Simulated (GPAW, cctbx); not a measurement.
# How far are the atoms of (GaP)3(CuCl)3 from free atoms?

Question: by how much does bonding change the X-ray structure factors of (GaP)3(CuCl)3, and what does a routine refinement make of it?

The cell is a (GaP)3(CuCl)3 superlattice along [001] of the zinc-blende type, started at the mean lattice constant and relaxed freely, with no substrate. All numbers below are calculated.

**1. Relax the structure**

The density hangs on the geometry, so cell and atoms are relaxed first, with the symmetry held. The cutoff is set higher than for the density because stress converges slowly with plane waves.

Settings: GPAW 26.7.0, PBE, 570 eV, 6×6×2 k-points (along the axes of the calculation cell), Fermi–Dirac width 0.1 eV, BFGS to 0.03 eV/Å.

```text
cell
1.0
     3.867874093    0.000000000    0.000000000
     0.000000000    3.867874093    0.000000000
     0.000000000    0.000000000   16.410000000
Ga P Cu Cl
3 3 3 3
Direct
0.000000000 0.000000000 0.000000000
0.500000000 0.500000000 0.166666667
0.000000000 0.000000000 0.333333333
0.500000000 0.000000000 0.083333333
0.000000000 0.500000000 0.250000000
0.500000000 0.000000000 0.416666667
0.500000000 0.500000000 0.500000000
0.000000000 0.000000000 0.666666667
0.500000000 0.500000000 0.833333333
0.000000000 0.500000000 0.583333333
0.500000000 0.000000000 0.750000000
0.000000000 0.500000000 0.916666667
```

```console
$ OMP_NUM_THREADS=1 mpirun -n 4 gpaw python run.py > gpaw.log
```

```text
BFGS:    0      -44.242647        1.246787
BFGS:    1      -44.331676        1.134588
BFGS:    2      -44.584163        0.606902
BFGS:    3      -44.612968        0.639905
...
BFGS:   24      -44.789052        0.037585
BFGS:   25      -44.789104        0.033390
BFGS:   26      -44.789159        0.026827
cell  3.9159 3.9765 16.6466  90.00 90.00 90.00
volume 259.215 A^3, largest force 0.026 eV/A, largest stress 0.12 GPa
```

After 26 steps the volume has changed by +5.6 % and the energy by -0.547 eV; the largest stress left is 0.12 GPa. It took 14 min on 4 cores of AMD EPYC 9R45 96-Core Processor (Zen 5) (shared host), peak memory 2.6 GiB.

Relaxed structure: Pmm2 (no. 25), a = 3.9159 Å, b = 3.9765 Å, c = 16.6466 Å, α = 90.00°, β = 90.00°, γ = 90.00°.

```
atom  mult.    x    y       z
 Ga1      1    0    0  0.0069
 Ga2      1  1/2  1/2  0.1749
 Ga3      1    0    0  0.3411
 Cu1      1  1/2  1/2  0.4836
 Cu2      1    0    0  0.6556
 Cu3      1  1/2  1/2  0.8183
 Cl1      1    0  1/2  0.5927
 Cl2      1  1/2    0  0.7520
 Cl3      1    0  1/2  0.9118
  P1      1  1/2    0  0.0871
  P2      1    0  1/2  0.2546
  P3      1  1/2    0  0.4210
```

**2. Density and charge transfer**

X-rays see the whole electron density, so the PAW density is rebuilt with its core regions. Subtracting spherical free atoms from the same code cancels the cores and leaves the deformation density Δρ, the part due to bonding.

Settings: PBE, 450 eV, 7×6×2 k-points (along the axes of the calculation cell), Fermi–Dirac width 0.1 eV; primitive cell of 12 atoms.

```console
$ OMP_NUM_THREADS=1 mpirun -n 4 gpaw python run.py > gpaw.log
```

```text
|iter:   1|       0s |  -49.443832 | +0.34 |       |
|iter:   2|       1s |  -46.836115 | -0.37 | -0.91 |
|iter:   3|       2s |  -45.908106 | -1.72 | -1.14 |
...
|iter:  15|      19s |  -44.574019c| -6.17 | -3.89 |
|iter:  16|      21s |  -44.574053c| -7.00 | -4.23c|
|iter:  17|      22s |  -44.574034c| -7.60c| -4.65c|
```

```text
grid (40, 40, 168)  electrons 276.000  moved by bonding 2.251 e
deformation density beyond 0.5 A of the nuclei: max 0.152, min -0.265 e/A^3
atom        x       y       z   Voronoi charge  moment
Ga1    0.0000  0.0000  0.0069      0.215       0.00
Ga2    0.5000  0.5000  0.1749      0.185       0.00
Ga3    0.0000  0.0000  0.3411      0.166       0.00
Cu4    0.5000  0.5000  0.4836      0.145       0.00
Cu5    0.0000  0.0000  0.6556      0.155       0.00
Cu6    0.5000  0.5000  0.8183      0.158       0.00
Cl7    0.0000  0.5000  0.5927     -0.156       0.00
Cl8    0.5000  0.0000  0.7521     -0.154       0.00
Cl9    0.0000  0.5000  0.9118     -0.090       0.00
P 10   0.5000  0.0000  0.0871     -0.206       0.00
P 11   0.0000  0.5000  0.2546     -0.183       0.00
P 12   0.5000  0.0000  0.4210     -0.236       0.00
mean inner potential of superposed free atoms 12.783 V
total magnetic moment 0.000 muB
```

Deformation density in a plane through the shortest contact of the Cu atom at the origin, in 0.01 e/Å³ (clipped at ±99); x from -1.6 to 3.8 Å, y from 2.4 down to -2.4 Å:

```text
 -8  -6  -3  -1  -1  -1  -1  -1  -1  -1  -1  -1  -1  -1  -1  -2
  .   .   .  -7  -2  -1  -1  -1  -1  -1  -1  -1  -1  -1  -1  -1
  .   .  -1   0   1   1   0  -1  -1  -1  -1   0   0   0  -1  -1
  2   5  12  11   6   2   1   1   0  -1  -1   1   2   1   0  -1
  4   8  12   8   0  -1   1   3   2  -2  -5  -2   1   1   0  -1
  2   4   3 -10   .  -3  -6   7   9  -1  -7   .  -5  -3  -1  -1
  0   0  -5 -22   .   . -17   8  14   6   .   .  -7  -4  -1  -1
 -1  -2  -4  -8   . -30  -8   7  11   6  -2   .   5   5   3   1
 -1  -1  -2  -3  -5  -7  -2   3   5   4   4  10  14  11   5   2
  0  -1  -1  -2  -2  -2  -1   1   2   2   4   8   8  -3  -9  -2
  0   0   0  -1  -1  -1  -1   0   0   1   2   2  -5 -12   .   .
  0   0   0   0   0  -1   0   0   0   0   0  -2  -9   .   .   .
  0   0   0   0   0  -1   0   0   0   0  -1  -2  -4  -4 -10 -14
```

Atoms in or within 0.15 Å of the plane: Cu (3.5, -1.9), Cu (0.0, 0.0), P (2.2, 0.0), P (-1.3, 1.9) Å. Dots mark points within about 0.45 Å of a nucleus; large values next to them are atomic features.

P gains most (-0.21 e) and Ga loses most (+0.19 e), in averages over each element's sites, which isn't the order of electronegativity: valence and coordination count too, and Voronoi cells cut space at the midplane whatever the atoms' sizes. Such charges fall far short of formal ones, since overlapping free atoms already put density on their neighbours. Along the shortest contact from the Cu atom at the map's origin, Cu–P at 2.25 Å, Δρ is +0.13 e/Å³ at the midpoint and highest, +0.14, 1.28 Å from Cu (points within 0.5 Å of a nucleus left out): a bond charge, the mark of covalency, pulled towards P. At the midpoints of other shortest contacts it is +0.06 (Cu–Cl, 2.25 Å), +0.14 (Ga–P, 2.37 Å) and +0.04 (Ga–Cl, 2.54 Å) e/Å³. Point values carry grid noise of about 0.01 e/Å³. The run needed 17 iterations, 31 s.

**3. Structure factors**

The Fourier components of Δρ, added to those of the free atoms, give the static X-ray structure factors; the Mott–Bethe relation turns them into the Fourier components V of the potential that fast electrons feel.

```text
static structure factors of the conventional cell: F in electrons, V (Mott-Bethe) in volts
   h  k  l      d  |F| table  |F| free   |F| DFT   change   |V| free  |V| DFT  change %
   0  0  1 16.6466     5.455     5.456     5.560    0.104     0.748    0.525    -29.9
   0  0  2  8.3233     4.316     4.314     4.352    0.038     0.192    0.147    -23.4
   0  0  3  5.5489    12.401    12.404    12.569    0.165     0.564    0.476    -15.6
   0  0  4  4.1616     4.306     4.302     4.404    0.101     0.188    0.153    -19.1
   0  1  0  3.9765     0.578     0.478     0.283   -0.194     0.134    0.079    -40.7
   1  0  0  3.9159     3.522     3.597     3.470   -0.127     0.109    0.144     31.5
   0  1  1  3.8677     0.669     0.669     0.654   -0.014     0.034    0.039     14.2
   1  0  1  3.8119     1.921     1.920     1.902   -0.017     0.078    0.084      7.0
   0  1  2  3.5880    12.890    12.928    13.138    0.210     0.593    0.535     -9.8
   1  0  2  3.5433    15.900    15.911    15.649   -0.262     0.369    0.426     15.6
   0  0  5  3.3293    33.599    33.564    33.752    0.188     1.044    1.006     -3.7
   0  1  3  3.2322   161.465   161.327   161.565    0.237     5.615    5.533     -1.5
   1  0  3  3.1994   176.345   176.148   176.429    0.281     6.221    6.139     -1.3
   0  1  4  2.8750    20.423    20.454    20.660    0.206     0.564    0.532     -5.7
```

The largest X-ray change is +0.28 e on 103, 0.2 % of |F|. For electrons V goes as (Z − F)/g², and among components above 0.1 V the largest relative change is this: |V| of 010 moves by -40.7 % (0.13 to 0.08 V) against -40.6 % in |F|. The last three rows still change by up to 0.28 e; the table stops while the angles are still low. The tabulated Hartree–Fock atoms differ from the free DFT atoms by up to 0.20 e, so the choice of reference atom matters too.

**4. What a spherical-atom refinement makes of it**

Routine crystallography fits spherical atoms. To see the bias, intensities are simulated from tabulated atoms plus the DFT change ΔF, so that bonding alone can misfit (8670 reflections of the full sphere, merged to the counts below, to 0.5 Å, 1 % proportional noise plus counting noise, assumed isotropic U as listed, Δρ smeared by the mean U) and refined with cctbx over different ranges.

| range | data | R1 | GooF | U Ga1 (true 0.0082) | U Ga2 (true 0.0082) | U Ga3 (true 0.0082) | U Cu1 (true 0.0084) | largest shift (Å) | Δρ max, min (e/Å³) |
| --- | --- | --- | --- | --- | --- | --- | --- | --- | --- |
| all data | 2591 | 0.0113 | 0.94 | 0.0082 | 0.0082 | 0.0082 | 0.0084 | 0.0007 | 0.31, -0.29 |
| low resolution, d > 0.84 | 615 | 0.0076 | 0.96 | 0.0081 | 0.0079 | 0.0081 | 0.0085 | 0.0015 | 0.13, -0.20 |
| high order, d < 0.75 | 1744 | 0.0141 | 0.92 | 0.0082 | 0.0082 | 0.0082 | 0.0084 | 0.0008 | 0.31, -0.25 |
| occupancies free, d > 0.7 | 1015 | 0.0085 | 0.97 | 0.0081 | 0.0082 | 0.0083 | 0.0083 | 0.0008 | 0.20, -0.26 |

With all data GooF is 0.94, so at this noise the bonding hardly shows; the top residual peak lies 1.08 Å from Cl and 1.99 Å from Cu. U of Ga2 is off by -4 % at low resolution and by +0 % from high-order data, where mostly the cores scatter (GooF 0.92). With Ga1 held at 1 and the scale free, the other occupancies refine to Ga2 1.001(0.004), Ga3 1.003(0.004), Cu1 0.998(0.004) and Cu2 1.003(0.006), within three s.u. of full.

**5. Answer**

Bonding moves 2.25 e in the primitive cell of (GaP)3(CuCl)3 and changes the structure factors of the conventional cell in the table above by at most 0.28 e (103, 0.2 %), and among reflections above 2 % of the strongest by up to 3.5 % (100). The shortest bond, Cu–P, has Δρ = +0.13 e/Å³ at its midpoint, a covalent bond charge. With all data GooF is 0.94, so at this noise the bonding hardly shows. Limits: static density, frozen cores, no spin–orbit coupling; no Hubbard U on Cu.

[Outputs are excerpts: Python notices, other lines and further rows are left out; steps that failed or that the build refused (PBEsol, TPSS) are not shown.]

[Logs are printed without paths, hosts, clocks, repeated set-up lines and the standing remarks that a program may print on its own settings, such as how far it seeks lower states.]
